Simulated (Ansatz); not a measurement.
**3-layer 1T-HfS2 (AA) in a perpendicular field**

Aim: how the 3-layer 1T-HfS2 (AA) screens a field along its normal, and what the field does to its bands. A positive field points along +c.

Calculated with Ansatz 0.2.0; plane-wave DFT, PBE-D3(BJ), Ansatz PAW.

## Step 1: Set-up

The cell holds 9 atoms: 6 S and 3 Hf. Cell: a = 3.640 Å, b = 3.640 Å, c = 62.236 Å, α = 90.0°, β = 90.0°, γ = 120.0°. Regions: layer 1: 1T-HfS2, 3 atoms (2 S and 1 Hf); layer 2: 1T-HfS2, 3 atoms (2 S and 1 Hf); layer 3: 1T-HfS2, 3 atoms (2 S and 1 Hf). Vacuum lies along c.

## Step 2: Relaxing the slab

The starting cell is a guess, so the in-plane lattice and the atoms are relaxed first, with the slab cut off from its images along the normal.

input.yaml reads:

```yaml
crystal:
  lattice:
    - [3.64, 0.0, 0.0]
    - [-1.82, 3.1523324698, 0.0]
    - [0.0, 0.0, 62.2364775752]
  atoms:
    - { symbol: S, position: [0.6666666667, 0.3333333333, 0.3743785141] }
    - { symbol: Hf, position: [0.0, 0.0, 0.4001845954] }
    - { symbol: S, position: [0.3333333333, 0.6666666667, 0.4259906766] }
    - { symbol: S, position: [0.6666666667, 0.3333333333, 0.4741939188] }
    - { symbol: Hf, position: [0.0, 0.0, 0.5] }
    - { symbol: S, position: [0.3333333333, 0.6666666667, 0.5258060812] }
    - { symbol: S, position: [0.6666666667, 0.3333333333, 0.5740093234] }
    - { symbol: Hf, position: [0.0, 0.0, 0.5998154046] }
    - { symbol: S, position: [0.3333333333, 0.6666666667, 0.6256214859] }
  periodic: [true, true, false]
kpoints:
  mp_grid: { grid: [12, 12, 1] }
hamiltonian:
  xc: pbe
  dispersion: d3bj
scf:
  occupations: { method: fermi_dirac, width: 0.05 }
  convergence: { dr2_threshold: 1.0e-09 }
relax:
  f_tol: 0.004
  max_steps: 90
  cell: {}
output:
  write_potential: true
  write_density: true
  volumetric_format: npy
```

Command:

```bash
> ansatz run input.yaml --threads 4 --pin off --max-ram 8192MiB --backend cpu --events-out ev --progress --plain --runs-dir out
```

Numbers of over 12 decimals in the logs are rounded to 6 here.

Log:

```text
Warning: relax.cell: scf.convergence.dr2_threshold = 1e-9 eV is looser than the 1.36938574477e-10 eV advised for a relaxation that steers and ends on the stress (1e-10 eV for each atom of the cell: 9, times the square of relax.cell.stress_2d_tol = 0.05 N/m over 25.6 Å (the atoms' height at the walk's start and 5 Å past either face), 1.950e-2 GPa, over a crystal's default 0.05). What an SCF threshold leaves in a stress goes as its square root, and in the free energy as the threshold itself, and one threshold admits the most on a small cell: [figures from the program's tests cut] Set scf.convergence.dr2_threshold to 1.36938574477e-10 eV or tighter. [rest of the remark cut]
Engine: ansatz 0.2.0, aarch64-unknown-linux-gnu
Pseudopotentials: kind: paw
Pseudopotential: S, paw, valence charge 6, recommended cutoff 420 eV (normal), S.paw.azcp
Pseudopotential: Hf, paw, valence charge 26, recommended cutoff 420 eV (normal), Hf.paw.azcp
Functional definition: PBE
  parameter kappa = 0.804
  parameter beta = 0.066725
  exchange = pbe_x(kappa = kappa, mu = beta*pi^2/3)
  correlation = pbe_c(beta = beta)
Crystal: 9 atoms, lattice volume = 714.132 Å³
Basis set: ecut = 420 eV, 13755 PW (Γ), exchange–correlation on 50×50×864 points (8 copies of the dense FFT grid, shifted against one another)
Bands: 69, of which v1, the nominal top of the filled ones, is band 57 counted from 1 (56 counted from 0)
Symmetry: 12 space group operations
Space group: P-3m1 (ITA 164), of the structure as read, at distance tolerance 8.9e-5 Å
k-points: 19 of 144
Non-local potential: S, projectors of the file, l = 0: 2, l = 1: 2, l = 2: 2
Non-local potential: Hf, projectors of the file, l = 0: 3, l = 1: 2, l = 2: 2, l = 3: 3
PAW form: soft (Blöchl's): semilocal exchange-correlation on the pseudo side does not see the compensation charge
PAW one-centre angular grid: S, 110 points (default); XC on 64 Gauss nodes
PAW one-centre angular grid: Hf, 590 points (default); XC on 64 Gauss nodes
Initial density: superposition of atomic densities (neutral atoms: chi_scale 0, normalization atom), corrected by the library's trained network
Initial wavefunctions: pseudopotential atomic-orbital guess
Functional: x = pbe(κ = 0.804, μ = 0.219515), c = pbe(β = 0.066725)
SCF iter   1: F=—  HF=-52592.270451 eV  |F-HF|=—  |Δ(HF+E_count)|=         —  Δρ=7.99e-4  dr2=8.20e-3  ethr=1.77e-3  ⟨swp⟩=10.1  Hψ=6996  notcnv=0  defer=10
preconditioner: auto → Resta (q_TF=auto, 2.009 Å⁻¹)  ε∞=2.3  [insulator: Δε(μ)=0.736 eV  Ē_g=11.520 eV  σ=0.050 eV  W_gap=1.00  n_scr=68 (ndim 8)  ℏωp=13.2 eV  f_vac=0.696  D(μ)=0.00/eV (n_scr^D=0)  ε∞_Penn≈2.3  vacuum switching on, ρ_ref=9.6e-3 e/Å³]
SCF iter   2: F=—  HF=-52592.271559 eV  |F-HF|=—  |Δ(HF+E_count)|=   1.11e-3  Δρ=5.00e-4  dr2=7.58e-3  ethr=7.19e-6  ⟨swp⟩=4.2  Hψ=4214  notcnv=0  defer=58
SCF iter   3: F=—  HF=-52592.271186 eV  |F-HF|=—  |Δ(HF+E_count)|=   3.72e-4  Δρ=3.20e-4  dr2=1.19e-3  ethr=6.65e-6  ⟨swp⟩=2.3  Hψ=1549  notcnv=0  defer=58
SCF iter   4: F=—  HF=-52592.271681 eV  |F-HF|=—  |Δ(HF+E_count)|=   4.94e-4  Δρ=1.49e-4  dr2=1.63e-4  ethr=1.05e-6  ⟨swp⟩=3.0  Hψ=1843  notcnv=0  defer=58
SCF iter   5: F=—  HF=-52592.271897 eV  |F-HF|=—  |Δ(HF+E_count)|=   2.16e-4  Δρ=4.36e-5  dr2=1.35e-5  ethr=1.43e-7  ⟨swp⟩=3.3  Hψ=2518  notcnv=0  defer=58
SCF iter   6: F=—  HF=-52592.272103 eV  |F-HF|=—  |Δ(HF+E_count)|=   2.06e-4  Δρ=1.52e-5  dr2=1.28e-6  ethr=1.18e-8  ⟨swp⟩=3.0  Hψ=2597  notcnv=0  defer=58
SCF iter   7: F=—  HF=-52592.272382 eV  |F-HF|=—  |Δ(HF+E_count)|=   2.79e-4  Δρ=4.82e-6  dr2=1.49e-7  ethr=1.12e-9  ⟨swp⟩=2.8  Hψ=2775  notcnv=0  defer=58
SCF iter   8: F=—  HF=-52592.272382 eV  |F-HF|=—  |Δ(HF+E_count)|=   2.76e-7  Δρ=1.94e-6  dr2=3.88e-8  ethr=1.31e-10  ⟨swp⟩=3.0  Hψ=3042  notcnv=0  defer=58
SCF iter   9: F=—  HF=-52592.272382 eV  |F-HF|=—  |Δ(HF+E_count)|=   6.92e-8  Δρ=7.34e-7  dr2=6.76e-9  ethr=3.41e-11  ⟨swp⟩=3.4  Hψ=2677  notcnv=0  defer=58
SCF iter  10: F=—  HF=-52592.272382 eV  |F-HF|=—  |Δ(HF+E_count)|=   1.07e-8  Δρ=4.09e-7  dr2=1.25e-9  ethr=5.93e-12  ⟨swp⟩=3.0  Hψ=2748  notcnv=0  defer=58
SCF iter  11: F=—  HF=-52592.272382 eV  |F-HF|=—  |Δ(HF+E_count)|=   5.32e-9  Δρ=1.94e-7  dr2=1.18e-9  ethr=1.00e-12  ⟨swp⟩=10.8  Hψ=9803  notcnv=0
SCF iter  12: F=-52592.272382 eV  HF=-52592.272382 eV  |F-HF|=6.98e-10  |Δ(HF+E_count)|=  5.46e-10  Δρ=3.41e-8  dr2=1.20e-11  ethr=1.00e-12  ⟨swp⟩=7.3  Hψ=8778  notcnv=0
SCF 1 converged in 12 iterations: F = -52592.272382 eV  dr2 = 1.20e-11
  greatest PAW one-centre occupation: 0.999 electrons in one spin orbital (limit 2), on the Hf atom at site 7 (counted from 0), in its partial waves of l = 0
relax step   1: F+E_penalty+E_count = -52592.27238235 eV  Δ(F+E_penalty+E_count) = +0.000e0 eV  max|allowed force component| = 1.752e0 eV/Å  Δτ_max = 0.0000 Å  P = -12.619 N/m  Ω = 714.132 Å³  fix = [c, alpha, beta]  reactions: c -0.000 N/m  (12 SCF iters, accepted)
Crystal: 9 atoms, lattice volume = 702.526 Å³
Basis set: ecut = 420 eV, 13551 PW (Γ), exchange–correlation on 50×50×864 points (8 copies of the dense FFT grid, shifted against one another)
Initial density: handed on by an earlier stage of this run
Initial wavefunctions: those handed on with the density
iter 1 solved again at ethr=7.66e-4 eV; its pass at ethr=3.10e-3 eV (dr2=8.74e-1 eV) is discarded
SCF iter   1: F=—  HF=-52593.292934 eV  |F-HF|=—  |Δ(HF+E_count)|=         —  Δρ=6.19e-3  dr2=1.04e0  ethr=7.66e-4  ⟨swp⟩=3.1  Hψ=8047  notcnv=0
eigensolver tolerance schedule calibrated: the retry pair's looser diagonalisation under-reported the residual by θ = 0.16 (0.26/decade); ethr = c·dr2/N_el runs at the constant in force after the calibration composes with the one it found (an armed cap, an earlier calibration), c = 1.4e-2
preconditioner: auto → Resta (q_TF=auto, 2.015 Å⁻¹)  ε∞=2.3  [insulator: Δε(μ)=1.107 eV  Ē_g=11.767 eV  σ=0.050 eV  W_gap=1.00  n_scr=56 (ndim 8)  ℏωp=13.3 eV  f_vac=0.703  D(μ)=0.00/eV (n_scr^D=0)  ε∞_Penn≈2.3  vacuum switching on, ρ_ref=1.0e-2 e/Å³]
SCF iter   2: F=—  HF=-52593.080672 eV  |F-HF|=—  |Δ(HF+E_count)|=   2.12e-1  Δρ=2.70e-3  dr2=9.07e-2  ethr=1.30e-4  ⟨swp⟩=6.1  Hψ=4328  notcnv=0
SCF iter   3: F=—  HF=-52593.057320 eV  |F-HF|=—  |Δ(HF+E_count)|=   2.34e-2  Δρ=1.15e-3  dr2=1.08e-2  ethr=1.14e-5  ⟨swp⟩=3.5  Hψ=3586  notcnv=0  defer=8
SCF iter   4: F=—  HF=-52593.055529 eV  |F-HF|=—  |Δ(HF+E_count)|=   1.79e-3  Δρ=4.49e-4  dr2=2.35e-3  ethr=1.35e-6  ⟨swp⟩=3.1  Hψ=3059  notcnv=0  defer=8
SCF iter   5: F=—  HF=-52593.055200 eV  |F-HF|=—  |Δ(HF+E_count)|=   3.29e-4  Δρ=1.88e-4  dr2=8.10e-4  ethr=2.95e-7  ⟨swp⟩=3.6  Hψ=3180  notcnv=0  defer=8
[...]
SCF iter  10: F=—  HF=-52593.162897 eV  |F-HF|=—  |Δ(HF+E_count)|=   2.59e-8  Δρ=1.08e-6  dr2=6.25e-9  ethr=4.69e-11  ⟨swp⟩=3.0  Hψ=2970  notcnv=0  defer=54
SCF iter  11: F=—  HF=-52593.162897 eV  |F-HF|=—  |Δ(HF+E_count)|=   6.88e-9  Δρ=3.24e-7  dr2=1.53e-9  ethr=1.00e-12  ⟨swp⟩=12.1  Hψ=11451  notcnv=0
SCF iter  12: F=-52593.162897 eV  HF=-52593.162897 eV  |F-HF|=2.33e-10  |Δ(HF+E_count)|=  8.44e-10  Δρ=1.51e-7  dr2=9.44e-10  ethr=1.00e-12  ⟨swp⟩=10.6  Hψ=9121  notcnv=0
SCF 3 converged in 12 iterations: F = -52593.162897 eV  dr2 = 9.44e-10
relax step   3: F+E_penalty+E_count = -52593.16289718 eV  Δ(F+E_penalty+E_count) = -1.072e-1 eV  max|allowed force component| = 7.368e-2 eV/Å  Δτ_max = 0.1915 Å  P = -0.910 N/m  Ω = 703.965 Å³  energy of the carried Pulay correction = +3.611e-4 eV  fix = [c, alpha, beta]  reactions: c -0.000 N/m  (12 SCF iters, accepted)
[...]
relax step   4: F+E_penalty+E_count = -52593.19105755 eV  Δ(F+E_penalty+E_count) = -2.816e-2 eV  max|allowed force component| = 6.666e-2 eV/Å  Δτ_max = 0.1941 Å  P = -0.165 N/m  Ω = 700.962 Å³  energy of the carried Pulay correction = +4.687e-4 eV  fix = [c, alpha, beta]  reactions: c -0.000 N/m  (12 SCF iters, accepted)
[...]
relax step   5: F+E_penalty+E_count = -52593.19428159 eV  Δ(F+E_penalty+E_count) = -3.224e-3 eV  max|allowed force component| = 2.277e-2 eV/Å  Δτ_max = 0.1395 Å  P = +0.064 N/m  Ω = 701.883 Å³  energy of the carried Pulay correction = +4.356e-4 eV  fix = [c, alpha, beta]  reactions: c +0.000 N/m  (12 SCF iters, accepted)
[...]
relax step   6: F+E_penalty+E_count = -52593.19528851 eV  Δ(F+E_penalty+E_count) = -1.007e-3 eV  max|allowed force component| = 6.133e-3 eV/Å  Δτ_max = 0.0274 Å  P = +0.000 N/m  Ω = 702.371 Å³  energy of the carried Pulay correction = +4.181e-4 eV  fix = [c, alpha, beta]  reactions: c +0.000 N/m  (10 SCF iters, accepted)
[...]
relax step   7: F+E_penalty+E_count = -52593.19546190 eV  Δ(F+E_penalty+E_count) = -1.734e-4 eV  max|allowed force component| = 1.142e-3 eV/Å  Δτ_max = 0.0171 Å  P = -0.008 N/m  Ω = 702.333 Å³  energy of the carried Pulay correction = +4.195e-4 eV  fix = [c, alpha, beta]  reactions: c -0.000 N/m  (10 SCF iters, accepted)
Initial wavefunctions: pseudopotential atomic-orbital guess (no wavefunctions were taken with the density)
iter 1 solved again at ethr=1.16e-7 eV; its pass at ethr=3.10e-3 eV (dr2=1.32e-4 eV) is discarded
SCF iter   1: F=—  HF=-52593.194464 eV  |F-HF|=—  |Δ(HF+E_count)|=         —  Δρ=8.09e-6  dr2=8.34e-8  ethr=1.16e-7  ⟨swp⟩=6.5  Hψ=14589  notcnv=0
SCF iter   2: F=—  HF=-52593.195001 eV  |F-HF|=—  |Δ(HF+E_count)|=   5.38e-4  Δρ=5.30e-6  dr2=8.30e-8  ethr=7.32e-11  ⟨swp⟩=5.0  Hψ=4922  notcnv=0
SCF iter   3: F=—  HF=-52593.195001 eV  |F-HF|=—  |Δ(HF+E_count)|=   6.88e-9  Δρ=2.66e-6  dr2=1.32e-8  ethr=7.28e-11  ⟨swp⟩=2.1  Hψ=2313  notcnv=0
SCF iter   4: F=—  HF=-52593.195002 eV  |F-HF|=—  |Δ(HF+E_count)|=   1.41e-8  Δρ=1.01e-6  dr2=7.54e-9  ethr=1.16e-11  ⟨swp⟩=3.1  Hψ=3068  notcnv=0
SCF iter   5: F=-52593.195002 eV  HF=-52593.195002 eV  |F-HF|=5.60e-10  |Δ(HF+E_count)|=  1.60e-10  Δρ=2.83e-7  dr2=2.15e-10  ethr=1.00e-12  ⟨swp⟩=16.3  Hψ=12858  notcnv=0
SCF 8 converged in 5 iterations: F = -52593.195002 eV  dr2 = 2.15e-10
relax step   8: F+E_penalty+E_count = -52593.19500151 eV  Δ(F+E_penalty+E_count) = +4.604e-4 eV  max|allowed force component| = 1.068e-3 eV/Å  Δτ_max = 0.0000 Å  P = -0.004 N/m  Ω = 702.333 Å³  fix = [c, alpha, beta]  reactions: c -0.000 N/m  stress off target by 4.36e-3 N/m on what of the cell is left free  SCF on the basis re-selected at this cell (its energy is not comparable with the rows above)  (5 SCF iters)
basis re-selected at this cell: Δ(F+E_penalty+E_count) = +4.604e-4 eV, ΔP = +0.003 N/m vs the last step (what re-selecting the basis moved, of the pressure what is left beyond the Pulay correction that the steps carried, after the strain that the cell walked since its last selection, with what the two solves' SCF thresholds leave and, on support functions, any second-order correction that the steps lacked; it is no m [...]
WARN: The output density's exchange-correlation potential varies sharply where the density is thin. Do not read a vacuum level from v_tot or v_xc, or from such a field of the output density. On a cell that repeats whose density bears no net charge and no dipole along the vacuum's axis use v_es (v_loc + v_h of the components); under efield.dipole_correction with no amplitude use v_es + v_field, which holds any externa [...]
SCF converged after 5 iterations
Free energy (F): -52593.195002 eV
Harris-Foulkes:  -52593.195002 eV  (|F-HF|=5.60e-10)
Internal energy: -52593.194999 eV  (E = F + TS)
E sigma→0 (E₀):  -52593.195000 eV
Entropy (-TS):   -0.000002 eV (-0.000 meV/atom)
Fermi energy:    -5.769093 eV
--- Per-component energies (eV) ---
  E_band       = -2369.814327
  E_kinetic    = 1904.318495
  E_local      = -1066779.103054  (includes V_loc(G=0)·N_el)
  E_nonlocal   = -3560.397264
  E_hartree    = 531571.666950
  E_xc         = -1482.763487
  E_vxc        = -1322.994895  (∫ρ·V_xc dr)
  E_paw        = -24382.454727  (= ΣΔE_a)
  E_vpaw       = 4245.028957  (= ΣTr[D̂ρ^β])
  E_aug_tail   = 0.000005  (compensation charges beyond the density's cutoff)
  E_ewald      = 510138.244987
  E_disp       = -2.706904  (pairwise vdW)
  E_smearing   = -0.000002  (= −TS)
  E_closure    = 0.000000  (closes the sum)
  Σ components = -52593.195002   (vs F -52593.195002, Δ=0.00e0)
--- Forces (eV/Å), atoms counted from 1 ---
  atom   1  S     -0.00000000    -0.00000000     0.00015295
  atom   2  Hf     0.00000000     0.00000000     0.00002176
  atom   3  S      0.00000000     0.00000000    -0.00085396
  atom   4  S     -0.00000000    -0.00000000     0.00106764
  atom   5  Hf     0.00000000    -0.00000000     0.00000000
  atom   6  S      0.00000000     0.00000000    -0.00106764
  atom   7  S     -0.00000000    -0.00000000     0.00085396
  atom   8  Hf    -0.00000000    -0.00000000    -0.00002176
  atom   9  S      0.00000000     0.00000000    -0.00015295
  max |Σ_I F_I| component: 3.70e-17 eV/Å
--- 2D stress c σ (N/m, compression-positive) ---
       -0.004359       0.000000       0.000000
        0.000000      -0.004359       0.000000
        0.000000       0.000000      -0.000000
  P = ½ c Tr σ = -0.0044 N/m
--- Band table (eV; the first three rows and the last of 19) ---
  k-point 0: bands = [... 53 lower, -6.3549, -6.3549, -6.3079, -6.3079, -4.3118, -4.3118, -4.2826, -4.2826, ... 8 higher]
  k-point 1: bands = [... 53 lower, -6.6498, -6.5584, -6.5007, -6.3975, -4.2938, -4.2598, -4.2434, -4.0578, ... 8 higher]
  k-point 2: bands = [... 53 lower, -6.9433, -6.8747, -6.8093, -6.4379, -4.4552, -4.4294, -4.4206, -3.5236, ... 8 higher]
  k-point 18: bands = [... 53 lower, -8.1865, -8.1264, -8.1264, -7.9729, -3.5971, -3.5066, -3.4417, -2.8982, ... 8 higher]
  the weakly bound empty levels are not read free of the cell's end (no_gap_told)
--- Relaxed structure (7 steps of the walk, 7 accepted, 1 SCFs on fresh bases) ---
  F+E_penalty+E_count = -52593.19500151 eV   max|allowed force component| = 1.068e-3 eV/Å   (the final SCF, on the basis selected at the relaxed cell)
  cell:  # Å, volume = 702.3327 Å³
    - [3.609804, 0, 0]
    - [-1.804902, 3.126182, 0]
    - [0, 0, 62.2364775752]
  atoms:
    - { symbol: S, position: [0.666667, 0.333333, 0.383721] }
    - { symbol: Hf, position: [-4.4144694714912295e-18, 0, 0.407161] }
    - { symbol: S, position: [0.333333, 0.666667, 0.430548] }
    - { symbol: S, position: [0.666667, 0.333333, 0.476623] }
    - { symbol: Hf, position: [0, 0, 0.500000] }
    - { symbol: S, position: [0.333333, 0.666667, 0.523377] }
    - { symbol: S, position: [0.666667, 0.333333, 0.569452] }
    - { symbol: Hf, position: [4.414469471491232e-18, 0, 0.592839] }
    - { symbol: S, position: [0.333333, 0.666667, 0.616279] }
```

Elapsed: 4.5 min, on 4 threads of Arm Neoverse N1, shared host; peak memory 1.9 GiB; 18 min of CPU time.

Relaxation path:

```tsv
step	energy less that of the first step (eV)	largest force component (eV/Å)	volume (Å³)
1	0.0000	1.7523	714.13
2	-0.7833	0.6131	702.53
3	-0.8905	0.0737	703.96
4	-0.9187	0.0667	700.96
5	-0.9219	0.0228	701.88
6	-0.9229	0.0061	702.37
7	-0.9231	0.0011	702.33
8*	-0.9226	0.0011	702.33
```

Relaxation steps marked * repeat the geometry before them on a plane-wave basis chosen anew for their cell, so energy and pressure can jump there.

The run keeps the 12 symmetry operations that it works with, so distortions that break them were not tested.

```tsv
cell as run	before	after	change
a (Å)	3.640	3.610	-0.8 %
b (Å)	3.640	3.610	-0.8 %
```

The atoms that moved most (Å, along periodic axes as changes of fractional coordinates times the final cell, across vacuum about the mean position):

```tsv
atom	dx	dy	dz	length
S1	0.000	0.000	0.581	0.581
S9	0.000	0.000	-0.581	0.581
Hf2	0.000	0.000	0.434	0.434
Hf8	0.000	0.000	-0.434	0.434
S7	0.000	0.000	-0.284	0.284
S3	0.000	0.000	0.284	0.284
S4	0.000	0.000	0.151	0.151
S6	0.000	0.000	-0.151	0.151
```

Final coordinates:

```cif
data_structure
_symmetry_space_group_name_H-M 'P 1'
_symmetry_Int_Tables_number 1
_cell_length_a 3.6098
_cell_length_b 3.6098
_cell_length_c 62.2365
_cell_angle_alpha 90.000
_cell_angle_beta 90.000
_cell_angle_gamma 120.000
_cell_volume 702.33
loop_
_atom_site_label
_atom_site_type_symbol
_atom_site_fract_x
_atom_site_fract_y
_atom_site_fract_z
_atom_site_occupancy
S1 S 0.66667 0.33333 0.38372 1
Hf2 Hf 0.00000 0.00000 0.40716 1
S3 S 0.33333 0.66667 0.43055 1
S4 S 0.66667 0.33333 0.47662 1
Hf5 Hf 0.00000 0.00000 0.50000 1
S6 S 0.33333 0.66667 0.52338 1
S7 S 0.66667 0.33333 0.56945 1
Hf8 Hf 0.00000 0.00000 0.59284 1
S9 S 0.33333 0.66667 0.61628 1
```

The lattice constant a goes from 3.640 to 3.610 Å.

(Part 1 of 3 ends here.)

[Logs are printed without paths, hosts, clocks, repeated set-up lines and the standing remarks that a program may print on its own settings, such as how far it seeks lower states.]

[Hosts, paths, dates, database ids (printed as entryN), source tags and the programs' standing remarks are cut or masked in the printed files.]

[Maps of the electrostatic potential energy from Ansatz leave out the sawtooth potential of an applied field or a dipole correction, so their vacuum need not be flat; planar profiles and work functions include it.]
